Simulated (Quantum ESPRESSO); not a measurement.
# Energy mapping worked by hand: Fe3Ge

Can a spin model with two couplings foretell the energy of a further order of Fe3Ge?

Main program and level: Quantum ESPRESSO 7.5; PBEsol; plane waves with GBRV 1.5 PBEsol potentials, no spin-orbit coupling.

## 1. The starting structure

The structure is cubic, space group Pm-3m (No. 221). Conventional cell: a = 3.661 Å, b = 3.661 Å, c = 3.661 Å, α = 90.00°, β = 90.00°, γ = 90.00°. Nearest to Fe lie 4 Ge at 2.59 Å and 8 Fe at 2.59 Å. Ge has 12 Fe at 2.59 Å nearest. Farther neighbours are not listed.

The cell comes from Materials Project 2023-11-01, a database of computed structures, and need not be the stable phase.

## 2. The parallel order

All energies count from this run.

pw.in reads:

```
&CONTROL
  calculation = 'scf'
  prefix = 'pwscf'
  outdir = './tmp'
  pseudo_dir = './pseudo'
  disk_io = 'nowf'
/
&SYSTEM
  ibrav = 0
  celldm(1) = 8
  nat = 4
  ntyp = 2
  ecutwfc = 40
  ecutrho = 280
  nbnd = 45
  occupations = 'smearing'
  smearing = 'fd'
  degauss = 0.00734986
  nspin = 2
  starting_magnetization(1) = 0.175
  starting_magnetization(2) = 0
/
&ELECTRONS
  conv_thr = 8d-09
  electron_maxstep = 150
  mixing_beta = 0.3
/
ATOMIC_SPECIES
Fe     55.8450 fe_pbesol_v1.5.uspp.F.UPF
Ge     72.6300 ge_pbesol_v1.4.uspp.F.UPF
CELL_PARAMETERS alat
   0.8646679327313    0.0000000000000    0.0000000000000
   0.0000000000000    0.8646679327313    0.0000000000000
   0.0000000000000    0.0000000000000    0.8646679327313
ATOMIC_POSITIONS crystal
Fe      0.0000000000    0.5000000000    0.5000000000
Fe      0.5000000000    0.5000000000    0.0000000000
Fe      0.5000000000    0.0000000000    0.5000000000
Ge      0.0000000000    0.0000000000    0.0000000000
K_POINTS automatic
10 10 10 0 0 0
```

On the command line:

```console
$ OMP_NUM_THREADS=1 mpirun -n 4 pw.x -nk 4 -in pw.in > pw.out
```

What it wrote:

```text
Program PWSCF v.7.5 starts
     [... lines left out ...]
     number of atoms/cell      =            4
     [... lines left out ...]
     number of electrons       =        62.00
     number of Kohn-Sham states=           45
     kinetic-energy cutoff     =      40.0000  Ry
     charge density cutoff     =     280.0000  Ry
     scf convergence threshold =      8.0E-09
     [... lines left out ...]
     48 Sym. Ops., with inversion, found
     [... lines left out ...]
     number of k points=    56  Fermi-Dirac smearing, width (Ry)=  0.0073
     [... lines left out ...]
     iteration # 11     ecut=    40.00 Ry     beta= 0.30
     [... lines left out ...]
     Magnetic moment per site  (integrated on atomic sphere of radius R)
     atom   1 (R=0.252)  charge= 14.6745  magn=  2.2772
     atom   2 (R=0.252)  charge= 14.6745  magn=  2.2772
     atom   3 (R=0.252)  charge= 14.6745  magn=  2.2772
     atom   4 (R=0.252)  charge= 12.2092  magn= -0.1159
     [... lines left out ...]
     the Fermi energy is    17.3931 ev
!    total energy              =    -963.81485825 Ry
     estimated scf accuracy    <          4.6E-09 Ry
     smearing contrib. (-TS)   =      -0.00819424 Ry
     [... lines left out ...]
     total magnetization       =     6.64 Bohr mag/cell
     absolute magnetization    =     7.13 Bohr mag/cell
     convergence has been achieved in  11 iterations
   JOB DONE.
```

Run time: 65 s. Hardware: 4 MPI ranks of Intel Xeon at 2.50GHz (Skylake/Cascade Lake), shared host; peak memory 0.46 GiB.

Spin moment in the atom's sphere by atom:

```
atom  spin moment in the atom's sphere (μB)
 Fe1                                   2.28
 Fe2                                   2.28
 Fe3                                   2.28
 Ge4                                  -0.12
```

Numbers from this step:

| Property | Result |
| --- | --- |
| smearing term TS | 0.1115 eV |
| magnetization | 6.636 μB |
| absolute magnetization | 7.133 μB |
| final state | ferromagnetic |

## 3. The orders used for the fit

The other orders were run with the same settings, on meshes that hold the same points. Free energies are divided by the number of Fe atoms; q is in fractions of the reciprocal vectors of the first run's cell.

```
                  order  atoms      mesh  free energy (eV)   eV per Fe  largest moment (μB)
                  F +++      4  10×10×10       -13113.3692  -4371.1231                 2.28
  AF q=(0,0,1/2) +-+--+      8   10×10×5       -26225.6502  -4370.9417                 2.11
AF q=(0,1/2,1/2) +-+-+-      8   10×5×10       -26225.9430  -4370.9905                 2.19
```

## 4. Counting neighbours

With E = −Σ J e_i·e_j over ordered pairs of unit vectors, turning a neighbour from parallel to opposed costs 2J a Fe atom. So an order lies 2 Σ n J over the parallel one, n being the opposed neighbours in each shell.

```
shell  distance (Å)  neighbours  opposed in AF q=(0,0,1/2) +-+--+  opposed in AF q=(0,1/2,1/2) +-+-+-  opposed in AF q=(0,0,1/2) +-+-+-
   J1          2.59           8                           5.33333                                   4                           2.66667
   J2          3.66           6                                 2                                   4                                 2
   J3          4.48          16                           5.33333                                   8                           10.6667
```

Only J1 and J2 are kept.

## 5. Solving

```
2 × 5.33333 × J1 + 2 × 2 × J2 = +181.4 meV    (AF q=(0,0,1/2) +-+--+)
2 × 4 × J1 + 2 × 4 × J2 = +132.6 meV    (AF q=(0,1/2,1/2) +-+-+-)
J1 = +17.27 meV
J2 = -0.69 meV
```

## 6. The test

The couplings now give the orders that were left out:

```
2 × 2.66667 × (+17.27) + 2 × 2 × (-0.69) = +89.3 meV    (AF q=(0,0,1/2) +-+-+-)
```

The runs themselves:

```
                order  atoms     mesh  free energy (eV)   eV per Fe  largest moment (μB)  over the parallel order (meV)  foretold (meV)
AF q=(0,0,1/2) +-+-+-      8  10×10×5       -26226.1730  -4371.0288                 2.29                          +94.2           +89.3
```

## 7. Mean-field temperature

```
gain of F +++ over disorder = (8 − 2 × 0) × (+17.27) + (6 − 2 × 0) × (-0.69) = 134.0 meV
T = 2 × 134.0 / (3 × 0.08617) = 1037 K
```

## 8. What came out

```json
{"J1 (Fe–Fe at 2.59 Å)": "17.3 meV", "J2 (Fe–Fe at 3.66 Å)": "-0.69 meV", "largest miss on the orders left out": "4.9 meV", "mean-field ordering temperature": "1037 K"}
```

In words: The model misses the order left out by 4.9 meV, 2.7 % of the largest energy difference, so it holds on this test. The largest moment changes by 7.8 % between the orders. Shells that were dropped are folded into the couplings or show in the miss. Mean field overstates the temperature of the model, and classical spins understate it for small quantum spins, by up to the factor (S+1)/S. Energies are free energies at an electronic temperature of 1160 K, which lowers moments and differences where the moments are itinerant.

[Logs and program files are shortened in this print: banners, set-up blocks, solver, clock and traceback lines can be left out without a mark of their own.]

[Logs are printed without paths, hosts, clocks, repeated set-up lines and the standing remarks that a program may print on its own settings, such as how far it seeks lower states.]

[Hosts, paths, dates, database ids (printed as entryN), source tags and the programs' standing remarks are cut or masked in the printed files.]

[Where a cell is said to come from a database of computed structures, the database is the Materials Project.]
